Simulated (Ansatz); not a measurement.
## The Ta2NS2 MXene bilayer (AA) between two gates

Aim: screening and gap of the neutral Ta2NS2 MXene bilayer (AA) between oppositely charged gates.

Calculated with Ansatz 0.2.0; plane-wave DFT, PBE-D3(BJ), Ansatz PAW, in the first sound run; inputs show where later runs differ.

### Step 1. The starting structure

The cell holds 10 atoms: 4 S, 4 Ta and 2 N. Its edges and angles: a = 3.155 Å, b = 3.155 Å, c = 61.588 Å, α = 90.0°, β = 90.0°, γ = 120.0°. Regions: layer 1: Ta2NS2 MXene, 5 atoms (2 S, 2 Ta and 1 N); layer 2: Ta2NS2 MXene, 5 atoms (2 S, 2 Ta and 1 N). Vacuum lies along c.

### Step 2. Relaxing the slab

The starting cell is a guess, so the in-plane lattice and the atoms are relaxed first, with the slab cut off from its images along the normal.

Input file input.yaml:

```yaml
crystal:
  lattice:
    - [3.15458, 0.0, 0.0]
    - [-1.57729, 2.7319464183, 0.0]
    - [0.0, 0.0, 61.588326208]
  atoms:
    - { symbol: S, position: [0.3333333333, 0.6666666667, 0.3758829217] }
    - { symbol: Ta, position: [0.6666666667, 0.3333333333, 0.4055536149], spin: 1.0 }
    - { symbol: "N", position: [0.0, 0.0, 0.4257638284] }
    - { symbol: Ta, position: [0.3333333333, 0.6666666667, 0.445974042], spin: 1.0 }
    - { symbol: S, position: [0.6666666667, 0.3333333333, 0.4756447351] }
    - { symbol: S, position: [0.3333333333, 0.6666666667, 0.5243552649] }
    - { symbol: Ta, position: [0.6666666667, 0.3333333333, 0.554025958], spin: 1.0 }
    - { symbol: "N", position: [0.0, 0.0, 0.5742361716] }
    - { symbol: Ta, position: [0.3333333333, 0.6666666667, 0.5944463851], spin: 1.0 }
    - { symbol: S, position: [0.6666666667, 0.3333333333, 0.6241170783] }
  periodic: [true, true, false]
magnetization:
  spin_polarized: true
kpoints:
  mp_grid: { grid: [12, 12, 1] }
hamiltonian:
  xc: pbe
  dispersion: d3bj
scf:
  occupations: { method: fermi_dirac, width: 0.05 }
  convergence: { dr2_threshold: 1.0e-09 }
relax:
  f_tol: 0.004
  max_steps: 90
  cell: {}
output:
  write_potential: true
  write_density: true
  volumetric_format: npy
```

Started as:

```
ansatz run input.yaml --threads 4 --pin off --max-ram 12288MiB --backend cpu --events-out ev --progress --plain --runs-dir out
```

Numbers of over 12 decimals in the logs are rounded to 6 here.

What it wrote:

```text
Warning: relax.cell: scf.convergence.dr2_threshold = 1e-9 eV is looser than the 1.56372302043e-10 eV advised for a relaxation that steers and ends on the stress (1e-10 eV for each atom of the cell: 10, times the square of relax.cell.stress_2d_tol = 0.05 N/m over 25.3 Å (the atoms' height at the walk's start and 5 Å past either face), 1.977e-2 GPa, over a crystal's default 0.05). What an SCF threshold leaves in a stress goes as its square root, and in the free energy as the threshold itself, and one threshold admits the most on a small cell: [figures from the program's tests cut] Set scf.convergence.dr2_threshold to 1.56372302043e-10 eV or tighter. [rest of the remark cut]
Engine: ansatz 0.2.0, aarch64-unknown-linux-gnu
Pseudopotentials: kind: paw
Pseudopotential: S, paw, valence charge 6, recommended cutoff 420 eV (normal), S.paw.azcp
Pseudopotential: Ta, paw, valence charge 13, recommended cutoff 420 eV (normal), Ta.paw.azcp
Pseudopotential: N, paw, valence charge 5, recommended cutoff 420 eV (normal), N.paw.azcp
Functional definition: PBE
  parameter kappa = 0.804
  parameter beta = 0.066725
  exchange = pbe_x(kappa = kappa, mu = beta*pi^2/3)
  correlation = pbe_c(beta = beta)
Crystal: 10 atoms, lattice volume = 530.777 Å³
Basis set: ecut = 420 eV, 10261 PW (Γ), exchange–correlation on 48×48×864 points (8 copies of the dense FFT grid, shifted against one another)
Bands: 55, of which v1, the nominal top of the filled ones, is band 43 counted from 1 (42 counted from 0)
Symmetry: 12 space group operations
Space group: P-3m1 (ITA 164), of the structure as read, at distance tolerance 8.1e-5 Å
Magnetic group: BNS 164.85 (UNI 1315), of the structure as read, at distance tolerance 8.1e-5 Å
k-points: 19 of 144
Non-local potential: S, projectors of the file, l = 0: 2, l = 1: 2, l = 2: 2
Non-local potential: Ta, projectors of the file, l = 0: 3, l = 1: 2, l = 2: 2, l = 3: 1
Non-local potential: N, projectors of the file, l = 0: 2, l = 1: 2, l = 2: 1
PAW form: soft (Blöchl's): semilocal exchange-correlation on the pseudo side does not see the compensation charge
PAW one-centre angular grid: S, 110 points (default); XC on 64 Gauss nodes
PAW one-centre angular grid: Ta, 590 points (default); XC on 64 Gauss nodes
PAW one-centre angular grid: N, 110 points (default); XC on 64 Gauss nodes
Initial density: superposition of atomic densities (neutral atoms: chi_scale 0, normalization atom)
Starting moments: Σ|m| = 4 μB on 4 of 10 sites
Initial wavefunctions: pseudopotential atomic-orbital guess
Functional: x = pbe(κ = 0.804, μ = 0.219515), c = pbe(β = 0.066725)
SCF iter   1: F=—  HF=-44121.398602 eV  |F-HF|=—  |Δ(HF+E_count)|=         —  Δρ=2.68e-2 (↑2.68e-2 ↓2.28e-2)  dr2=1.58e1  dr2_m=2.53e-1  M=1.435 μB ∫|m|=1.743 μB  β_m=0.30  ethr=3.10e-3  ⟨swp⟩=13.3  Hψ=14522  notcnv=0  defer=4
Mixer restart at iter 1: flushing history
preconditioner: auto → LDOS  [metal: Δε(μ)=0.011 eV  Ē_g=9.383 eV  σ=0.050 eV  W_gap=0.05  n_scr=38 (ndim 8)  ℏωp=11.8 eV  f_vac=0.691  D(μ)=4.73/eV (n_scr^D=24)]
spin=Collinear: LDOS preconditioning applied to the charge; magnetization (m = ρ↑ − ρ↓) channel mixes plain (no charge-response kernel on spin).
SCF iter   2: F=—  HF=-44119.038474 eV  |F-HF|=—  |Δ(HF+E_count)|=    2.36e0  Δρ=1.82e-2 (↑1.82e-2 ↓1.51e-2)  dr2=7.20e0  dr2_m=1.63e-1  M=1.116 μB ∫|m|=1.448 μB  β_m=0.57  ethr=3.10e-3  ⟨swp⟩=3.8  Hψ=4354  notcnv=0  defer=145
SCF iter   3: F=—  HF=-44117.624924 eV  |F-HF|=—  |Δ(HF+E_count)|=    1.41e0  Δρ=3.11e-3 (↑3.11e-3 ↓2.89e-3)  dr2=1.20e-1  dr2_m=1.72e-2  M=0.468 μB ∫|m|=0.719 μB  β_m=0.60  ethr=3.10e-3  ⟨swp⟩=5.2  Hψ=5186  notcnv=0  defer=145
SCF iter   4: F=—  HF=-44117.713608 eV  |F-HF|=—  |Δ(HF+E_count)|=         —  Δρ=2.21e-3 (↑2.21e-3 ↓1.90e-3)  dr2=1.08e-2  dr2_m=1.62e-2  M=0.137 μB ∫|m|=0.290 μB  β_m=0.60  ethr=1.40e-4  ⟨swp⟩=4.4  Hψ=5314  notcnv=0  defer=122
SCF iter   5: F=—  HF=-44117.719620 eV  |F-HF|=—  |Δ(HF+E_count)|=   6.01e-3  Δρ=1.00e-3 (↑1.00e-3 ↓8.96e-4)  dr2=1.22e-3  dr2_m=4.03e-3  M=0.072 μB ∫|m|=0.165 μB  β_m=0.80  ethr=1.25e-5  ⟨swp⟩=3.6  Hψ=4808  notcnv=0  defer=122
SCF iter   6: F=—  HF=-44117.722362 eV  |F-HF|=—  |Δ(HF+E_count)|=   2.74e-3  Δρ=2.21e-4 (↑1.48e-4 ↓2.21e-4)  dr2=2.18e-4  dr2_m=1.39e-4  M=0.013 μB ∫|m|=0.039 μB  β_m=0.81  ethr=1.42e-6  ⟨swp⟩=3.5  Hψ=5178  notcnv=0  defer=122
SCF iter   7: F=—  HF=-44117.722469 eV  |F-HF|=—  |Δ(HF+E_count)|=   1.07e-4  Δρ=5.84e-5 (↑5.84e-5 ↓5.09e-5)  dr2=1.01e-5  dr2_m=1.24e-5  M=0.003 μB ∫|m|=0.012 μB  β_m=0.84  ethr=2.54e-7  ⟨swp⟩=3.4  Hψ=4837  notcnv=0  defer=122
SCF iter   8: F=—  HF=-44117.722492 eV  |F-HF|=—  |Δ(HF+E_count)|=   2.34e-5  Δρ=1.46e-5 (↑1.46e-5 ↓1.30e-5)  dr2=1.64e-6  dr2_m=6.24e-7  M=0.000 μB ∫|m|=0.003 μB  β_m=0.83  ethr=1.18e-8  ⟨swp⟩=3.7  Hψ=5494  notcnv=0  defer=122
SCF iter   9: F=—  HF=-44117.722493 eV  |F-HF|=—  |Δ(HF+E_count)|=   1.18e-6  Δρ=3.93e-6 (↑3.44e-6 ↓3.93e-6)  dr2=1.78e-7  dr2_m=4.92e-8  M=-0.000 μB ∫|m|=0.000 μB  β_m=0.84  ethr=1.91e-9  ⟨swp⟩=3.1  Hψ=4644  notcnv=0  defer=122
SCF iter  10: F=—  HF=-44117.722494 eV  |F-HF|=—  |Δ(HF+E_count)|=   2.25e-7  Δρ=1.21e-6 (↑1.20e-6 ↓1.21e-6)  dr2=3.02e-8  dr2_m=4.35e-9  M=-0.000 μB ∫|m|=0.000 μB  β_m=0.80  ethr=2.07e-10  ⟨swp⟩=3.6  Hψ=5084  notcnv=0  defer=122
SCF iter  11: F=—  HF=-44117.722494 eV  |F-HF|=—  |Δ(HF+E_count)|=   5.06e-8  Δρ=3.99e-7 (↑3.99e-7 ↓3.75e-7)  dr2=8.82e-10  dr2_m=5.96e-10  M=-0.000 μB ∫|m|=0.000 μB  β_m=0.87  ethr=3.51e-11  ⟨swp⟩=3.6  Hψ=4562  notcnv=0  defer=122
SCF iter  12: F=-44117.722494 eV  HF=-44117.722494 eV  |F-HF|=1.12e-9  |Δ(HF+E_count)|=   1.29e-8  Δρ=1.27e-7 (↑9.84e-8 ↓1.27e-7)  dr2=1.54e-10  dr2_m=4.70e-11  M=-0.000 μB ∫|m|=0.000 μB  ethr=1.03e-12  ⟨swp⟩=9.5  Hψ=18683  notcnv=0
WARN: the starting moments were not kept: the SCF closed with an absolute magnetisation of 1.9e-5 μB, where they sum to 4 μB in size (4 sites). That is at most 0.1 of that sum. Measured as dr2_m measures the in/out step, that magnetisation stands 1.2e-11 eV from none, at or under the dr2_threshold of 1.0e-9 eV: it is no larger than a step whose dr2_m would equal this threshold. The system may hold no moment; this SCF [...]
SCF 1 converged in 12 iterations: F = -44117.722494 eV  dr2 = 1.54e-10
  greatest PAW one-centre occupation: 0.999 electrons in one spin orbital (limit 2), on the Ta atom at site 6 (counted from 0), in its partial waves of l = 0
[...]
relax step  10: F+E_penalty+E_count = -44119.34964546 eV  Δ(F+E_penalty+E_count) = -3.392e-5 eV  max|allowed force component| = 2.065e-4 eV/Å  Δτ_max = 0.0015 Å  P = -0.002 N/m  Ω = 574.306 Å³  energy of the carried Pulay correction = -1.670e-4 eV  fix = [c, alpha, beta]  reactions: c -0.000 N/m  (6 SCF iters, accepted)
iter 1 solved again at ethr=2.14e-7 eV; its pass at ethr=3.10e-3 eV (dr2=1.84e-4 eV) is discarded
SCF iter   1: F=—  HF=-44119.349360 eV  |F-HF|=—  |Δ(HF+E_count)|=         —  Δρ=8.42e-6 (↑8.42e-6 ↓8.42e-6)  dr2=4.05e-8  dr2_m=2.87e-11  M=0.000 μB ∫|m|=0.000 μB  β_m=0.65  ethr=2.14e-7  ⟨swp⟩=7.2  Hψ=26056  notcnv=0
eigensolver tolerance schedule: the retry pair's looser diagonalisation over-reported the residual by 4550.30 of it (diagonalisation noise at 0.46 of the residual, at the tolerance the schedule requests for it); recorded, not acted on — ethr = c·dr2/N_el stays at c = 1.0e-1
preconditioner: auto → LDOS  [metal: Δε(μ)=0.089 eV  Ē_g=8.910 eV  σ=0.050 eV  W_gap=0.39  n_scr=34 (ndim 8)  ℏωp=11.4 eV  f_vac=0.719  D(μ)=2.26/eV (n_scr^D=16)]
spin=Collinear: LDOS preconditioning applied to the charge; magnetization (m = ρ↑ − ρ↓) channel mixes plain (no charge-response kernel on spin).
SCF iter   2: F=—  HF=-44119.349721 eV  |F-HF|=—  |Δ(HF+E_count)|=   3.61e-4  Δρ=2.95e-6 (↑2.95e-6 ↓2.95e-6)  dr2=8.37e-9  dr2_m=6.95e-12  M=0.000 μB ∫|m|=0.000 μB  β_m=0.57  ethr=4.70e-11  ⟨swp⟩=6.9  Hψ=9334  notcnv=0
SCF iter   3: F=—  HF=-44119.349796 eV  |F-HF|=—  |Δ(HF+E_count)|=   7.44e-5  Δρ=1.23e-6 (↑1.23e-6 ↓1.23e-6)  dr2=1.54e-9  dr2_m=2.14e-12  M=0.000 μB ∫|m|=0.000 μB  β_m=0.63  ethr=9.74e-12  ⟨swp⟩=4.1  Hψ=4339  notcnv=0
SCF iter   4: F=-44119.349828 eV  HF=-44119.349827 eV  |F-HF|=1.37e-6  |Δ(HF+E_count)|=   3.13e-5  Δρ=1.27e-7 (↑1.26e-7 ↓1.27e-7)  dr2=1.37e-10  dr2_m=3.11e-13  M=0.000 μB ∫|m|=0.000 μB  ethr=1.16e-12  ⟨swp⟩=16.4  Hψ=21046  notcnv=0
the starting moments were not kept: the SCF closed with an absolute magnetisation of 1.5e-6 μB, where they sum to 4 μB in size (4 sites). That is at most 0.1 of that sum. Measured as dr2_m measures the in/out step, that magnetisation stands 8.2e-14 eV from none, at or under the dr2_threshold of 1.0e-9 eV: it is no larger than a step whose dr2_m would equal this threshold.
SCF 11 converged in 4 iterations: F = -44119.349828 eV  dr2 = 1.37e-10
relax step  11: F+E_penalty+E_count = -44119.34982835 eV  Δ(F+E_penalty+E_count) = -1.829e-4 eV  max|allowed force component| = 2.126e-4 eV/Å  Δτ_max = 0.0000 Å  P = -0.002 N/m  Ω = 574.306 Å³  fix = [c, alpha, beta]  reactions: c -0.000 N/m  stress off target by 1.61e-3 N/m on what of the cell is left free  SCF on the basis re-selected at this cell (its energy is not comparable with the rows above)  (4 SCF iters)
basis re-selected at this cell: Δ(F+E_penalty+E_count) = -1.829e-4 eV, ΔP = +0.001 N/m vs the last step (what re-selecting the basis moved, of the pressure what is left beyond the Pulay correction that the steps carried, after the strain that the cell walked since its last selection, with what the two solves' SCF thresholds leave and, on support functions, any second-order correction that the steps lacked; it is no m [...]
WARN: The input density's exchange-correlation potential varies sharply where the density is thin. Do not read a vacuum level from v_tot or v_xc, or from such a field of the output density. On a cell that repeats whose density bears no net charge and no dipole along the vacuum's axis use v_es (v_loc + v_h of the components); under efield.dipole_correction with no amplitude use v_es + v_field, which holds any external [...]
SCF converged after 4 iterations
Magnetization: 0.0000 μB (43.0000 up, 43.0000 down)
Absolute magnetization: 0.0000 μB (∫|ρ↑−ρ↓|, with the PAW one-centre terms)
Spin contamination: 0.0000 ħ² per cell (⟨S²⟩ above its minimum at these occupations)
Per-site moments (μB) at R_I (Å): [(5.6792912253328704e-8, 1.020611), (-4.892756854723806e-8, 0.911484), (-6.265640256208535e-8, 0.911484), (1.258794407660446e-7, 0.911995), (-1.2375800056395958e-7, 1.019249), (-1.237580005438632e-7, 1.019249), (1.258794407654874e-7, 0.911995), (-6.265640255984245e-8, 0.911484), (-4.892756845878513e-8, 0.911484), (5.6792912209584965e-8, 1.020611)]
Free energy (F): -44119.349828 eV
Harris-Foulkes:  -44119.349827 eV  (|F-HF|=1.37e-6)
Internal energy: -44119.330438 eV  (E = F + TS)
E sigma→0 (E₀):  -44119.340133 eV
Entropy (-TS):   -0.019391 eV (-1.939 meV/atom)
Fermi energy:    -5.036716 eV
--- Per-component energies (eV) ---
  E_band       = -2200.940157
  E_kinetic    = 2162.885831
  E_local      = -736317.010351  (includes V_loc(G=0)·N_el)
  E_nonlocal   = 263.120955
  E_hartree    = 366763.747462
  E_xc         = -1387.895044
  E_vxc        = -1326.107944  (∫ρ·V_xc dr)
  E_paw        = -36243.009067  (= ΣΔE_a)
  E_vpaw       = -511.327242  (= ΣTr[D̂ρ^β])
  E_aug_tail   = 0.000785  (compensation charges beyond the density's cutoff)
  E_ewald      = 360642.691769
  E_disp       = -3.862778  (pairwise vdW)
  E_smearing   = -0.019391  (= −TS)
  E_closure    = 0.000000  (closes the sum)
  Σ components = -44119.349828   (vs F -44119.349828, Δ=0.00e0)
--- Forces (eV/Å), atoms counted from 1 ---
  atom   1  S      0.00000000     0.00000000     0.00021257
  atom   2  Ta    -0.00000000    -0.00000000     0.00006583
  atom   3  N      0.00000000    -0.00000000     0.00003501
  atom   4  Ta     0.00000000     0.00000000     0.00011598
  atom   5  S      0.00000000    -0.00000000     0.00008362
  atom   6  S     -0.00000000     0.00000000    -0.00008362
  atom   7  Ta     0.00000000    -0.00000000    -0.00011598
  atom   8  N     -0.00000000     0.00000000    -0.00003501
  atom   9  Ta    -0.00000000     0.00000000    -0.00006583
  atom  10  S     -0.00000000    -0.00000000    -0.00021257
  max |Σ_I F_I| component: 2.43e-17 eV/Å
--- 2D stress c σ (N/m, compression-positive) ---
       -0.001610       0.000000       0.000000
       -0.000000      -0.001610       0.000000
        0.000000       0.000000      -0.000000
  P = ½ c Tr σ = -0.0016 N/m
--- Band table (eV; the first three rows and the last of 38) ---
  k-point 0 ↑: bands = [... 39 lower, -6.4400, -6.2251, -6.2251, -6.1724, -6.1724, -5.4691, -5.3559, -4.4273, ... 8 higher]
  k-point 1 ↑: bands = [... 39 lower, -6.9617, -6.2308, -6.1790, -5.7041, -5.6563, -5.2307, -5.1103, -4.1261, ... 8 higher]
  k-point 2 ↑: bands = [... 39 lower, -7.2949, -6.8187, -6.6915, -5.2692, -5.2192, -4.8518, -4.7110, -3.8811, ... 8 higher]
  k-point 18 ↓: bands = [... 39 lower, -8.7491, -5.2350, -5.2350, -5.2185, -5.2185, -4.6770, -4.4607, -2.5196, ... 8 higher]
  the weakly bound empty levels are not read free of the cell's end (no_gap_told)
--- Relaxed structure (9 steps of the walk, 9 accepted, 2 SCFs on fresh bases) ---
  F+E_penalty+E_count = -44119.34982835 eV   max|allowed force component| = 2.126e-4 eV/Å   (the final SCF, on the basis selected at the relaxed cell)
  cell:  # Å, volume = 574.3059 Å³
    - [3.281384, 0, 0]
    - [-1.640692, 2.841762, 0]
    - [0, 0, 61.588326208]
  atoms:
    - { symbol: S, position: [0.333333, 0.666667, 0.388017] }
    - { symbol: Ta, position: [0.666667, 0.333333, 0.413856] }
    - { symbol: N, position: [2.735700046771403e-18, 5.471400093542636e-18, 0.432322] }
    - { symbol: Ta, position: [0.333333, 0.666667, 0.450827] }
    - { symbol: S, position: [0.666667, 0.333333, 0.476583] }
    - { symbol: S, position: [0.333333, 0.666667, 0.523417] }
    - { symbol: Ta, position: [0.666667, 0.333333, 0.549173] }
    - { symbol: N, position: [-2.735700046771239e-18, -5.471400093542647e-18, 0.567678] }
    - { symbol: Ta, position: [0.333333, 0.666667, 0.586144] }
    - { symbol: S, position: [0.666667, 0.333333, 0.611983] }
```

It took 4.6 min on 4 threads of Arm Neoverse V1, shared host; peak memory 1.8 GiB; 18 min of CPU time.

The steps of the relaxation:

```
step  energy less that of the first step (eV)  largest force component (eV/Å)  volume (Å³)
   1                                   0.0000                          2.3981       530.78
   2                                  -1.0591                          0.9268       538.31
   3                                  -1.4996                          0.6989       573.35
   4                                  -1.5726                          0.2508       571.97
   5                                  -1.6065                          0.1603       573.97
   6                                  -1.6083                          0.0210       573.98
   7                                  -1.6086                          0.0023       573.65
  8*                                  -1.6272                          0.0026       573.65
   9                                  -1.6271                          0.0073       574.40
  10                                  -1.6272                          0.0002       574.31
 11*                                  -1.6273                          0.0002       574.31
```

Relaxation steps marked * repeat the geometry before them on a plane-wave basis chosen anew for their cell, so energy and pressure can jump there.

The run keeps the 12 symmetry operations that it works with, so distortions that break them were not tested.

```
cell as run  before  after  change
      a (Å)   3.155  3.281  +4.0 %
      b (Å)   3.155  3.281  +4.0 %
```

The atoms that moved most (Å, along periodic axes as changes of fractional coordinates times the final cell, across vacuum about the mean position):

```
atom     dx     dy      dz  length
  S1  0.000  0.000   0.747   0.747
 S10  0.000  0.000  -0.747   0.747
 Ta2  0.000  0.000   0.511   0.511
 Ta9  0.000  0.000  -0.511   0.511
  N3  0.000  0.000   0.404   0.404
  N8  0.000  0.000  -0.404   0.404
 Ta7  0.000  0.000  -0.299   0.299
 Ta4  0.000  0.000   0.299   0.299
```

Numbers from this step:

- energy at zero smearing: -44119.3401 eV

The lattice constant a goes from 3.155 to 3.281 Å.

[end of part 1 of 3]

[Logs are printed without paths, hosts, clocks, repeated set-up lines and the standing remarks that a program may print on its own settings, such as how far it seeks lower states.]

[Hosts, paths, dates, database ids (printed as entryN), source tags and the programs' standing remarks are cut or masked in the printed files.]

[Maps of the electrostatic potential energy from Ansatz leave out the sawtooth potential of an applied field or a dipole correction, so their vacuum need not be flat; planar profiles and work functions include it.]
